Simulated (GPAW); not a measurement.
A computed O K-edge spectrum of one site in a crystal of O, Pb and Zr, with its zero at a photon energy of about 525.1 eV (raw 533.9 eV, less 8.8 eV of added terms; LDA puts this hole about 4 eV below PBE, itself good to a few eV). Method: GPAW, LDA, full core hole (charged cell) in a small cell, dipole transitions, broadening that rises with energy, without spin-orbit coupling.

Energy from the lowest empty level; intensity scaled to a mean of 1 over the first 20 eV:

```csv
E (eV),intensity
-2.0,0.00
-1.5,0.00
-1.0,0.00
-0.5,0.04
0.0,0.18
0.5,0.67
1.0,1.82
1.5,2.56
2.0,2.05
2.5,1.16
3.0,0.75
3.5,0.51
4.0,0.30
4.5,0.38
5.0,0.76
5.5,0.82
6.0,0.73
6.5,1.00
7.0,1.29
7.5,1.48
8.0,1.50
8.5,1.41
9.0,1.39
9.5,1.38
10.0,1.37
10.5,1.32
11.0,1.17
11.5,0.94
12.0,0.72
12.5,0.62
13.0,0.63
13.5,0.73
14.0,0.85
14.5,0.99
15.0,1.12
15.5,1.20
16.0,1.19
16.5,1.09
17.0,0.93
17.5,0.76
18.0,0.62
18.5,0.52
19.0,0.45
19.5,0.40
20.0,0.38
20.5,0.37
21.0,0.38
21.5,0.40
22.0,0.44
22.5,0.49
23.0,0.54
23.5,0.59
24.0,0.63
24.5,0.65
25.0,0.68
25.5,0.71
26.0,0.76
26.5,0.84
27.0,0.94
27.5,1.05
28.0,1.17
28.5,1.28
29.0,1.37
29.5,1.43
30.0,1.43
30.5,1.39
31.0,1.31
31.5,1.20
32.0,1.09
```

**Question.** What surroundings does the absorber have?

A K edge sees empty p states; the first features are O p mixed into the empty d states of the Zr neighbours, and the broad ones above probably into the cations' higher empty bands. It is atom 3 of ZrPbO3 (Pm-3m), with 2 Zr at 2.10 Å (linear, site symmetry 4/mmm). Its main maxima below 24 eV lie at 1.6 eV (2.57), 5.3 eV (0.86), 7.8 eV (1.52) and 15.7 eV (1.21). A near-edge spectrum doesn't fix the structure by itself; it is matched against candidates. The mesh is coarse (0.35 Å⁻¹ between points), so small maxima may be mesh ripples. The structure is a computed Materials Project entry and may be a hypothetical form.

[Banner, clock and machine lines of the logs are left out without a mark of their own.]

[Logs are printed without paths, hosts, clocks, repeated set-up lines and the standing remarks that a program may print on its own settings, such as how far it seeks lower states.]

[Hosts, paths, dates, database ids (printed as entryN), source tags and the programs' standing remarks are cut or masked in the printed files.]

[Lists of maxima count a maximum above −3 eV only where it reaches 4 % of the highest in the window and stands out from its surroundings by 2 % of it (1.5 % where it reaches 55 %); shoulders and weaker maxima are passed over, and of the rest the first, up to two pre-edge ones and the few strongest are named.]
